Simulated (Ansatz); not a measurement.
**Ca on W(100): change of the work function**

How does one ordered layer of Ca (hollow site) change the work function of W(100), and what dipole does each adsorbate carry?

Calculated with Ansatz 0.2.0; plane-wave DFT, PBE, Ansatz PAW.

## (1) The structure

The cell holds 5 atoms: 5 W. Its edges and angles: a = 3.160 Å, b = 3.160 Å, c = 24.320 Å, α = 90.0°, β = 90.0°, γ = 90.0°. Vacuum lies along c.

## (2) The clean slab

The bare slab comes first, as the zero from which every change is counted. The two lowest layers are held at bulk places and the upper ones relax. The dipole correction removes the false field that a one-sided slab makes across the periodic vacuum, so each face gets a flat vacuum level of its own.

input.yaml reads:

```yaml
crystal:
  lattice:
    - [3.16, 0.0, 0.0]
    - [0.0, 3.16, 0.0]
    - [0.0, 0.0, 24.32]
  atoms:
    - { symbol: W, position: [0.0, 0.0, 0.3700657895] }
    - { symbol: W, position: [0.5, 0.5, 0.4350328947] }
    - { symbol: W, position: [0.0, 0.0, 0.5] }
    - { symbol: W, position: [0.5, 0.5, 0.5649671053] }
    - { symbol: W, position: [0.0, 0.0, 0.6299342105] }
kpoints:
  mp_grid: { grid: [12, 12, 1] }
hamiltonian:
  xc: pbe
scf:
  occupations: { method: fermi_dirac, width: 0.1 }
  convergence: { dr2_threshold: 1.0e-08 }
efield:
  axis: 3
  dipole_correction: true
  ramp_position: 0.97
  ramp_width: 0.06
relax:
  f_tol: 0.02
  max_steps: 60
  constraints: [{ sites: [0, 1] }]
output:
  write_potential: true
  write_density: true
  volumetric_format: npy
```

On the command line:

```console
$ ansatz run input.yaml --threads 4 --pin off --max-ram 6144MiB --backend cpu --events-out ev --progress --plain --runs-dir out
```

What it wrote:

```text
Engine: ansatz 0.2.0, x86_64-unknown-linux-gnu
Pseudopotentials: kind: paw
Pseudopotential: W, paw, valence charge 14, recommended cutoff 420 eV (normal), W.paw.azcp
Functional definition: PBE
  parameter kappa = 0.804
  parameter beta = 0.066725
  exchange = pbe_x(kappa = kappa, mu = beta*pi^2/3)
  correlation = pbe_c(beta = beta)
Crystal: 5 atoms, lattice volume = 242.850 Å³
Basis set: ecut = 420 eV, 4785 PW (Γ), exchange–correlation on 48×48×360 points (8 copies of the dense FFT grid, shifted against one another)
Bands: 42, of which v1, the nominal top of the filled ones, is band 35 counted from 1 (34 counted from 0)
Symmetry: 8 space group operations
k-points: 28 of 144
Non-local potential: W, projectors of the file, l = 0: 3, l = 1: 2, l = 2: 2, l = 3: 1
PAW form: soft (Blöchl's): semilocal exchange-correlation on the pseudo side does not see the compensation charge
PAW one-centre angular grid: W, 590 points (default); XC on 64 Gauss nodes
Initial density: superposition of atomic densities (neutral atoms: chi_scale 0, normalization atom), corrected by the library's trained network
Initial wavefunctions: pseudopotential atomic-orbital guess
Functional: x = pbe(κ = 0.804, μ = 0.219515), c = pbe(β = 0.066725)
SCF iter   1: F=—  HF=-51918.951096 eV  |F-HF|=—  |Δ(HF+E_count)|=         —  Δρ=5.95e-3  dr2=2.55e-1  ethr=1.77e-3  p=0.000 e·Å  D=1.75e-13 V/Å  ΔV_dip=-0.00 eV  dr2_dipole=1.36e-7  V_vac-E_F(+/−)=4.35/4.35 eV  ⟨swp⟩=8.6  Hψ=5700  notcnv=0
efield: sawtooth ramp at fractional position 0.9700 (set: `efield.ramp_position`, or a place that a band, a saddle search or an elastic batch's reference lends), width 0.0600; the density the first Hamiltonian is built on has a dipole p = 0.000 e·Å; the dipole correction subtracts the counter field D = 1.75e-13 V/Å, which shifts the + side's vacuum level by -0.00 eV against the − side's; the planar-averaged density in the ramp window peaks in size at 1.3e-5 e/Å³
preconditioner: auto → LDOS  [metal: Δε(μ)=0.012 eV  Ē_g=4.218 eV  σ=0.100 eV  W_gap=0.03  n_scr=44 (ndim 8)  ℏωp=13.1 eV  f_vac=0.578  D(μ)=6.08/eV (n_scr^D=36)  β→1.0]
SCF iter   2: F=—  HF=-51918.934205 eV  |F-HF|=—  |Δ(HF+E_count)|=   1.69e-2  Δρ=4.40e-3  dr2=1.09e-1  ethr=3.64e-4  p=0.000 e·Å  D=4.17e-6 V/Å  ΔV_dip=-0.00 eV  dr2_dipole=3.08e-7  V_vac-E_F(+/−)=4.26/4.26 eV  ⟨swp⟩=2.3  Hψ=2028  notcnv=0
SCF iter   3: F=—  HF=-51918.923000 eV  |F-HF|=—  |Δ(HF+E_count)|=   1.12e-2  Δρ=1.09e-3  dr2=7.42e-3  ethr=1.56e-4  p=0.000 e·Å  D=2.29e-6 V/Å  ΔV_dip=-0.00 eV  dr2_dipole=1.80e-8  V_vac-E_F(+/−)=4.26/4.26 eV  ⟨swp⟩=2.0  Hψ=1782  notcnv=0
SCF iter   4: F=—  HF=-51918.923163 eV  |F-HF|=—  |Δ(HF+E_count)|=   1.63e-4  Δρ=3.17e-4  dr2=3.30e-4  ethr=1.06e-5  p=0.000 e·Å  D=1.72e-6 V/Å  ΔV_dip=-0.00 eV  dr2_dipole=1.10e-9  V_vac-E_F(+/−)=4.24/4.24 eV  ⟨swp⟩=2.3  Hψ=1596  notcnv=0
SCF iter   5: F=—  HF=-51918.923250 eV  |F-HF|=—  |Δ(HF+E_count)|=   8.72e-5  Δρ=1.24e-4  dr2=3.15e-5  ethr=4.72e-7  p=0.000 e·Å  D=1.00e-6 V/Å  ΔV_dip=-0.00 eV  dr2_dipole=1.10e-10  V_vac-E_F(+/−)=4.23/4.23 eV  ⟨swp⟩=3.1  Hψ=2006  notcnv=0
SCF iter   6: F=—  HF=-51918.923288 eV  |F-HF|=—  |Δ(HF+E_count)|=   3.79e-5  Δρ=4.16e-5  dr2=4.77e-6  ethr=4.50e-8  p=0.000 e·Å  D=2.04e-7 V/Å  ΔV_dip=-0.00 eV  dr2_dipole=2.62e-12  V_vac-E_F(+/−)=4.23/4.23 eV  ⟨swp⟩=2.6  Hψ=2048  notcnv=0
SCF iter   7: F=—  HF=-51918.923579 eV  |F-HF|=—  |Δ(HF+E_count)|=   2.92e-4  Δρ=1.09e-5  dr2=2.41e-7  ethr=6.81e-9  p=0.000 e·Å  D=5.52e-8 V/Å  ΔV_dip=-0.00 eV  dr2_dipole=5.97e-12  V_vac-E_F(+/−)=4.23/4.23 eV  ⟨swp⟩=3.0  Hψ=2272  notcnv=0
SCF iter   8: F=—  HF=-51918.923580 eV  |F-HF|=—  |Δ(HF+E_count)|=   8.24e-7  Δρ=2.94e-6  dr2=3.53e-8  ethr=3.45e-10  p=0.000 e·Å  D=1.23e-9 V/Å  ΔV_dip=-0.00 eV  dr2_dipole=2.46e-13  V_vac-E_F(+/−)=4.23/4.23 eV  ⟨swp⟩=3.1  Hψ=2338  notcnv=0
SCF iter   9: F=-51918.923580 eV  HF=-51918.923580 eV  |F-HF|=8.21e-9  |Δ(HF+E_count)|=   5.96e-8  Δρ=8.66e-7  dr2=5.36e-9  ethr=1.43e-11  p=-0.000 e·Å  D=-1.94e-8 V/Å  ΔV_dip=0.00 eV  dr2_dipole=1.36e-12  V_vac-E_F(+/−)=4.23/4.23 eV  ⟨swp⟩=11.4  Hψ=9033  notcnv=0
SCF 1 converged in 9 iterations: F = -51918.923580 eV  dr2 = 5.36e-9
  greatest PAW one-centre occupation: 1.000 electrons in one spin orbital (limit 2), on the W atom at site 0 (counted from 0), in its partial waves of l = 0
relax step   1: F+E_penalty+E_count = -51918.92358024 eV  Δ(F+E_penalty+E_count) = +0.000e0 eV  max|allowed force component| = 1.592e0 eV/Å  Δτ_max = 0.0000 Å  (9 SCF iters, accepted)
Initial density: handed on by an earlier stage of this run
Initial wavefunctions: those handed on with the density
SCF iter   1: F=—  HF=-51918.860676 eV  |F-HF|=—  |Δ(HF+E_count)|=         —  Δρ=1.54e-2  dr2=6.16e0  ethr=3.10e-3  p=-0.000 e·Å  D=-1.58e-7 V/Å  ΔV_dip=0.00 eV  dr2_dipole=1.87e0  V_vac-E_F(+/−)=4.30/4.30 eV  ⟨swp⟩=6.5  Hψ=3751  notcnv=0
efield: sawtooth ramp at fractional position 0.9700 (set: `efield.ramp_position`, or a place that a band, a saddle search or an elastic batch's reference lends), width 0.0600; the density the first Hamiltonian is built on has a dipole p = -0.000 e·Å; the dipole correction subtracts the counter field D = -1.58e-7 V/Å, which shifts the + side's vacuum level by +0.00 eV against the − side's; the planar-averaged density in the ramp window peaks in size at 1.5e-6 e/Å³
preconditioner: auto → LDOS  [metal: Δε(μ)=0.006 eV  Ē_g=4.379 eV  σ=0.100 eV  W_gap=0.01  n_scr=44 (ndim 8)  ℏωp=13.1 eV  f_vac=0.587  D(μ)=5.24/eV (n_scr^D=14)  β→1.0]
SCF iter   2: F=—  HF=-51918.713987 eV  |F-HF|=—  |Δ(HF+E_count)|=   1.47e-1  Δρ=5.16e-3  dr2=4.47e-1  ethr=3.10e-3  p=0.010 e·Å  D=7.11e-3 V/Å  ΔV_dip=-0.17 eV  dr2_dipole=4.53e-2  V_vac-E_F(+/−)=4.02/4.20 eV  ⟨swp⟩=2.5  Hψ=1825  notcnv=0
SCF iter   3: F=—  HF=-51918.691291 eV  |F-HF|=—  |Δ(HF+E_count)|=   2.27e-2  Δρ=2.17e-3  dr2=7.74e-2  ethr=6.38e-4  p=0.001 e·Å  D=9.34e-4 V/Å  ΔV_dip=-0.02 eV  dr2_dipole=4.37e-3  V_vac-E_F(+/−)=4.21/4.23 eV  ⟨swp⟩=2.5  Hψ=1825  notcnv=0
SCF iter   4: F=—  HF=-51918.684661 eV  |F-HF|=—  |Δ(HF+E_count)|=   6.63e-3  Δρ=4.62e-4  dr2=2.96e-3  ethr=1.11e-4  p=0.004 e·Å  D=2.87e-3 V/Å  ΔV_dip=-0.07 eV  dr2_dipole=7.96e-4  V_vac-E_F(+/−)=4.16/4.23 eV  ⟨swp⟩=2.2  Hψ=1741  notcnv=0
SCF iter   5: F=—  HF=-51918.684364 eV  |F-HF|=—  |Δ(HF+E_count)|=   2.97e-4  Δρ=1.49e-4  dr2=1.60e-4  ethr=4.23e-6  p=0.004 e·Å  D=3.15e-3 V/Å  ΔV_dip=-0.08 eV  dr2_dipole=3.00e-6  V_vac-E_F(+/−)=4.15/4.23 eV  ⟨swp⟩=2.4  Hψ=1933  notcnv=0
[...]
SCF iter   5: F=—  HF=-51919.034444 eV  |F-HF|=—  |Δ(HF+E_count)|=   9.55e-5  Δρ=1.12e-4  dr2=5.69e-5  ethr=4.38e-7  p=0.007 e·Å  D=5.15e-3 V/Å  ΔV_dip=-0.13 eV  dr2_dipole=1.35e-6  V_vac-E_F(+/−)=4.13/4.25 eV  ⟨swp⟩=3.0  Hψ=2336  notcnv=0
SCF iter   6: F=—  HF=-51919.034436 eV  |F-HF|=—  |Δ(HF+E_count)|=   8.51e-6  Δρ=3.86e-5  dr2=9.60e-6  ethr=8.13e-8  p=0.007 e·Å  D=5.01e-3 V/Å  ΔV_dip=-0.12 eV  dr2_dipole=2.38e-6  V_vac-E_F(+/−)=4.13/4.25 eV  ⟨swp⟩=2.0  Hψ=1754  notcnv=0
SCF iter   7: F=—  HF=-51919.034732 eV  |F-HF|=—  |Δ(HF+E_count)|=   2.97e-4  Δρ=1.68e-5  dr2=1.14e-6  ethr=1.37e-8  p=0.006 e·Å  D=4.83e-3 V/Å  ΔV_dip=-0.12 eV  dr2_dipole=2.79e-7  V_vac-E_F(+/−)=4.13/4.25 eV  ⟨swp⟩=2.3  Hψ=1674  notcnv=0
SCF iter   8: F=—  HF=-51919.034732 eV  |F-HF|=—  |Δ(HF+E_count)|=   3.20e-7  Δρ=6.21e-6  dr2=1.03e-7  ethr=1.62e-9  p=0.006 e·Å  D=4.79e-3 V/Å  ΔV_dip=-0.12 eV  dr2_dipole=1.64e-10  V_vac-E_F(+/−)=4.13/4.25 eV  ⟨swp⟩=2.5  Hψ=1992  notcnv=0
SCF iter   9: F=—  HF=-51919.034733 eV  |F-HF|=—  |Δ(HF+E_count)|=   1.32e-7  Δρ=2.56e-6  dr2=3.69e-8  ethr=1.43e-11  p=0.006 e·Å  D=4.77e-3 V/Å  ΔV_dip=-0.12 eV  dr2_dipole=6.28e-10  V_vac-E_F(+/−)=4.13/4.25 eV  ⟨swp⟩=12.2  Hψ=9834  notcnv=0
SCF iter  10: F=-51919.034733 eV  HF=-51919.034733 eV  |F-HF|=8.20e-9  |Δ(HF+E_count)|=   8.29e-9  Δρ=7.82e-7  dr2=2.92e-9  ethr=1.43e-11  p=0.006 e·Å  D=4.77e-3 V/Å  ΔV_dip=-0.12 eV  dr2_dipole=2.49e-11  V_vac-E_F(+/−)=4.13/4.25 eV  ⟨swp⟩=9.2  Hψ=8754  notcnv=0
SCF 3 converged in 10 iterations: F = -51919.034733 eV  dr2 = 2.92e-9
relax step   3: F+E_penalty+E_count = -51919.03473260 eV  Δ(F+E_penalty+E_count) = -1.112e-1 eV  max|allowed force component| = 2.016e-1 eV/Å  Δτ_max = 0.0990 Å  (10 SCF iters, accepted)
SCF iter   1: F=—  HF=-51919.036585 eV  |F-HF|=—  |Δ(HF+E_count)|=         —  Δρ=7.31e-4  dr2=7.74e-3  ethr=3.62e-4  p=0.006 e·Å  D=4.77e-3 V/Å  ΔV_dip=-0.12 eV  dr2_dipole=1.41e-3  V_vac-E_F(+/−)=4.13/4.25 eV  ⟨swp⟩=1.9  Hψ=1723  notcnv=0
efield: sawtooth ramp at fractional position 0.9700 (set: `efield.ramp_position`, or a place that a band, a saddle search or an elastic batch's reference lends), width 0.0600; the density the first Hamiltonian is built on has a dipole p = 0.006 e·Å; the dipole correction subtracts the counter field D = 4.77e-3 V/Å, which shifts the + side's vacuum level by -0.12 eV against the − side's; the planar-averaged density in the ramp window peaks in size at 2.1e-6 e/Å³
preconditioner: auto → LDOS  [metal: Δε(μ)=0.017 eV  Ē_g=4.256 eV  σ=0.100 eV  W_gap=0.04  n_scr=44 (ndim 8)  ℏωp=13.1 eV  f_vac=0.581  D(μ)=6.09/eV (n_scr^D=36)  β→1.0]
SCF iter   2: F=—  HF=-51919.036460 eV  |F-HF|=—  |Δ(HF+E_count)|=   1.25e-4  Δρ=4.41e-4  dr2=2.28e-3  ethr=1.11e-5  p=0.006 e·Å  D=4.44e-3 V/Å  ΔV_dip=-0.11 eV  dr2_dipole=2.62e-5  V_vac-E_F(+/−)=4.14/4.25 eV  ⟨swp⟩=2.0  Hψ=1771  notcnv=0
SCF iter   3: F=—  HF=-51919.036277 eV  |F-HF|=—  |Δ(HF+E_count)|=   1.83e-4  Δρ=1.27e-4  dr2=1.73e-4  ethr=3.26e-6  p=0.006 e·Å  D=4.65e-3 V/Å  ΔV_dip=-0.11 eV  dr2_dipole=2.40e-8  V_vac-E_F(+/−)=4.14/4.25 eV  ⟨swp⟩=2.1  Hψ=1634  notcnv=0
SCF iter   4: F=—  HF=-51919.036254 eV  |F-HF|=—  |Δ(HF+E_count)|=   2.39e-5  Δρ=2.81e-5  dr2=2.75e-6  ethr=2.47e-7  p=0.006 e·Å  D=4.59e-3 V/Å  ΔV_dip=-0.11 eV  dr2_dipole=2.07e-8  V_vac-E_F(+/−)=4.14/4.25 eV  ⟨swp⟩=3.1  Hψ=1951  notcnv=0
SCF iter   5: F=—  HF=-51919.036537 eV  |F-HF|=—  |Δ(HF+E_count)|=   2.84e-4  Δρ=1.20e-5  dr2=5.50e-7  ethr=3.93e-9  p=0.006 e·Å  D=4.56e-3 V/Å  ΔV_dip=-0.11 eV  dr2_dipole=7.34e-9  V_vac-E_F(+/−)=4.14/4.25 eV  ⟨swp⟩=2.9  Hψ=2275  notcnv=0
SCF iter   6: F=—  HF=-51919.036538 eV  |F-HF|=—  |Δ(HF+E_count)|=   4.48e-7  Δρ=5.05e-6  dr2=1.34e-7  ethr=7.86e-10  p=0.006 e·Å  D=4.56e-3 V/Å  ΔV_dip=-0.11 eV  dr2_dipole=2.26e-9  V_vac-E_F(+/−)=4.14/4.25 eV  ⟨swp⟩=2.3  Hψ=1807  notcnv=0
SCF iter   7: F=—  HF=-51919.036538 eV  |F-HF|=—  |Δ(HF+E_count)|=   1.56e-7  Δρ=1.70e-6  dr2=1.87e-8  ethr=1.91e-10  p=0.006 e·Å  D=4.56e-3 V/Å  ΔV_dip=-0.11 eV  dr2_dipole=2.65e-10  V_vac-E_F(+/−)=4.14/4.25 eV  ⟨swp⟩=2.4  Hψ=1681  notcnv=0
SCF iter   8: F=-51919.036538 eV  HF=-51919.036538 eV  |F-HF|=8.22e-10  |Δ(HF+E_count)|=   2.06e-8  Δρ=2.86e-7  dr2=4.82e-10  ethr=1.43e-11  p=0.006 e·Å  D=4.56e-3 V/Å  ΔV_dip=-0.11 eV  dr2_dipole=4.91e-11  V_vac-E_F(+/−)=4.14/4.25 eV  ⟨swp⟩=11.2  Hψ=8810  notcnv=0
SCF 4 converged in 8 iterations: F = -51919.036538 eV  dr2 = 4.82e-10
relax step   4: F+E_penalty+E_count = -51919.03653794 eV  Δ(F+E_penalty+E_count) = -1.805e-3 eV  max|allowed force component| = 1.013e-2 eV/Å  Δτ_max = 0.0132 Å  (8 SCF iters, accepted)
NSCF: frozen V_eff on 28 k-points
the band table was solved once a step of the walk had ended and its energy, with any forces and stress, was formed, with the checks that follow a solve (5699 applications of the Hamiltonian). They found nothing against the state; the energy, forces and stress were not computed again (output.eigenvalues in the input reference)
WARN: The output density's exchange-correlation potential varies sharply where the density is thin. Do not read a vacuum level from v_tot or v_xc, or from such a field of the output density. On a cell that repeats whose density bears no net charge and no dipole along the vacuum's axis use v_es (v_loc + v_h of the components); under efield.dipole_correction with no amplitude use v_es + v_field, which holds any externa [...]
SCF converged after 8 iterations
Free energy (F): -51919.036538 eV
Harris-Foulkes:  -51919.036538 eV  (|F-HF|=8.22e-10)
Internal energy: -51918.841452 eV  (E = F + TS)
E sigma→0 (E₀):  -51918.938995 eV
Entropy (-TS):   -0.195086 eV (-39.017 meV/atom)
Fermi energy:    4.625999 eV
Dipole field:    D = 0.004553 V/Å  (p = 0.006111 e·Å, saw-weighted, corrected)
Work function:   Φ+ = 4.1402 eV   Φ− = 4.2509 eV
Levels:          The Fermi level and band energies are counted from a zero that moves with the ramp; work functions are not
--- Per-component energies (eV) ---
  E_band       = -1645.874116
  E_kinetic    = 2239.392052
  E_local      = -86026.431522  (includes V_loc(G=0)·N_el)
  E_nonlocal   = 8.030762
  E_hartree    = 41971.393688
  E_xc         = -1327.462600
  E_vxc        = -1184.410985  (∫ρ·V_xc dr)
  E_paw        = -42812.968297  (= ΣΔE_a)
  E_vpaw       = -625.239658  (= ΣTr[D̂ρ^β])
  E_aug_tail   = -0.000292  (compensation charges beyond the density's cutoff)
  E_efield     = 0.000014  (sawtooth field / dipole correction)
  E_vefield    = 0.001484  (∫n·V_field dr)
  E_ewald      = 34029.204743
  E_smearing   = -0.195086  (= −TS)
  E_closure    = -0.000000  (closes the sum)
  Σ components = -51919.036538   (vs F -51919.036538, Δ=0.00e0)
--- Forces (eV/Å), atoms counted from 1 ---
  atom   1  W      0.00000000    -0.00000000     1.17619821
  atom   2  W     -0.00000000     0.00000000    -1.16365804
  atom   3  W      0.00000000     0.00000000     0.00643864
  atom   4  W     -0.00000000    -0.00000000    -0.00883332
  atom   5  W     -0.00000000     0.00000000    -0.01013388
  max |Σ_I F_I| component: 1.16e-5 eV/Å
--- Band table (eV; the first three rows and the last of 28) ---
  k-point 0: bands = [... 31 lower, 3.9668, 3.9668, 4.2629, 4.3964, 4.5526, 4.7209, 4.7256, 4.7256, ... 3 higher]
  k-point 1: bands = [... 31 lower, 3.9951, 4.0760, 4.0848, 4.3099, 4.4402, 4.6657, 5.2346, 5.2855, ... 3 higher]
  k-point 2: bands = [... 31 lower, 3.8308, 3.8974, 3.9275, 4.0569, 4.7980, 5.0730, 5.4757, 5.6383, ... 3 higher]
  k-point 27: bands = [... 31 lower, 3.6812, 3.6812, 6.3929, 6.3929, 6.4506, 6.5904, 7.0051, 7.0051, ... 3 higher]
--- Relaxed structure (4 steps of the walk, 3 accepted, 0 SCFs on fresh bases) ---
  F+E_penalty+E_count = -51919.03653794 eV   max|allowed force component| = 1.013e-2 eV/Å
  atoms:
    - { symbol: W, position: [0.0, 0.0, 0.3700657895] }
    - { symbol: W, position: [0.500000, 0.500000, 0.435033] }
    - { symbol: W, position: [0, 0, 0.499966] }
    - { symbol: W, position: [0.500000, 0.500000, 0.567590] }
    - { symbol: W, position: [-5.274927e-18, 0, 0.626407] }
```

Run time: 18 s. Hardware: 4 threads of Intel Xeon Platinum 8488C (Sapphire Rapids), shared host; peak memory 0.66 GiB; 70 s of CPU time.

Relaxation path:

```
step  energy less that of the first step (eV)  largest force component (eV/Å)
   1                                   0.0000                          1.5923
   2                                   0.2389                          2.9711
   3                                  -0.1112                          0.2016
   4                                  -0.1130                          0.0101
```

Relaxation step 2 was tried and not accepted.

Forces are held to the 8 operations that the program found; a distortion that breaks them can't arise in this run.

The atoms that moved most (Å):

```
atom     dx     dy      dz  length
  W5  0.000  0.000  -0.086   0.086
  W4  0.000  0.000   0.064   0.064
```

Read from the output:

- energy at zero smearing: -51918.9390 eV
- work function, upper face: 4.140 eV
- work function, lower face: 4.251 eV
- dipole along the normal: 0.006111 e·Å
- step between the vacuum levels: -0.1107 eV

Running mean over 1.58 Å of the planar mean; the ramp of the sawtooth is left out. Table of electron's electrostatic potential energy less the Fermi level by z:

```
z (Å)  electron's electrostatic potential energy less the Fermi level (eV)
  3.0                                                                 4.25
  3.5                                                                 4.25
  4.0                                                                 4.25
  4.5                                                                 4.25
  5.0                                                                 4.24
  5.5                                                                 4.22
  6.0                                                                 4.16
  6.5                                                                 3.97
  7.0                                                                 3.41
  7.5                                                                 1.68
  8.0                                                                -2.58
  8.5                                                                -8.00
  9.0                                                                -11.3
  9.5                                                                -12.2
 10.0                                                                -12.4
 10.5                                                                -12.5
 11.0                                                                -12.6
 11.5                                                                -12.7
 12.0                                                                -12.6
 12.5                                                                -12.2
 13.0                                                                -12.0
 13.5                                                                -12.4
 14.0                                                                -13.4
 14.5                                                                -13.9
 15.0                                                                -13.0
 15.5                                                                -10.2
 16.0                                                                -5.21
 16.5                                                              -0.0115
 17.0                                                                 2.77
 17.5                                                                 3.68
 18.0                                                                 3.99
 18.5                                                                 4.09
 19.0                                                                 4.12
 19.5                                                                 4.13
 20.0                                                                 4.14
 20.5                                                                 4.14
 21.0                                                                 4.14
```

The relaxation took 4 steps and lowered the energy by 0.11 eV; the largest force on the free atoms ends at 0.010 eV/Å.

The work function of the upper face is 4.14 eV.

(Continued in part 2 of 3.)

[Long decimals in the printed logs are rounded to 6 places.]

[Logs are printed without paths, hosts, clocks, repeated set-up lines and the standing remarks that a program may print on its own settings, such as how far it seeks lower states.]

[Hosts, paths, dates, database ids (printed as entryN), source tags and the programs' standing remarks are cut or masked in the printed files.]

[Maps of the electrostatic potential energy from Ansatz leave out the sawtooth potential of an applied field or a dipole correction, so their vacuum need not be flat; planar profiles and work functions include it.]
